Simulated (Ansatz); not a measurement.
# Gap against strain: armchair BAs nanoribbon (N = 8, H edges)

Set-up. Ansatz 0.2.0, plane waves with PAW datasets, PBE, Fermi-Dirac smearing of 0.05 eV, no spin-orbit coupling. The period is scaled from its relaxed value of 5.874 Å and the atoms relax, within the symmetry of the start, at each strain ε (in %); gaps, in eV, are read on a band path.

```
period (Å)  energy (eV a cell)  place of the conduction minimum (Γ = 0, Z = 1)   ε     gap
     5.639              +0.402                                            0.00  −4  0.8932
     5.756              +0.098                                            0.00  −2  0.8687
     5.874               0.000                                            0.00   0  0.8591
     6.109              +0.366                                            0.00   4  0.8771
     6.226              +0.803                                            0.00   6  0.9012
```

One run is withheld: period (Å) = 5.991, with ε = 2. Fit a straight line gap = a + b × ε to the 5 rows shown and predict it.

**Fit.** The means are 0.8 for ε and 0.8799 for gap. The sum of products of deviations is 0.08565 and the sum of squares in ε is 68.8, so b = 0.08565 / 68.8 = 0.001245 and a = 0.8799 − (0.001245) × 0.8 = 0.8789. The residuals' standard deviation, with 3 degrees of freedom, is σ = 0.019.

**Prediction.** gap = 0.8789 + (0.001245) × 2 = 0.8814. The run gave 0.8626, so the prediction less the run is +0.019. The standard error of a prediction there, σ√(1 + 1/5 + (2 − 0.8)²/68.8), is 0.021, and the miss is 0.89 times that, for a point between the fitted rows. With so few rows σ is itself uncertain. The slope is only 0.5 times its own standard error, so the line says little more than the mean does.

The gap does not move one way: it turns somewhere between ε = -2 and 2 %, and the true extreme can lie between the rows, beyond the values shown.

**Limits.** Kohn-Sham gaps of a wire among periodic images, which in a check on one flat ribbon (7 Å apart) lowered the gap by 0.2 eV and flattened the slope; the slope b × 100 is a mean deformation potential of the gap, in eV per unit strain. Between neighbouring runs it lies between −1.2 and 1.2 eV, so a bend, a kink or scatter between runs makes one line a rough account. The unstrained row comes from a denser mesh than the others, which shifts its energy a little. Series of this kind are told only where this holds: a gap at every strain (compound wires with polar facets were set aside first). 88 of 101 did.

[Logs are printed without paths, hosts, clocks, repeated set-up lines and the standing remarks that a program may print on its own settings, such as how far it seeks lower states.]
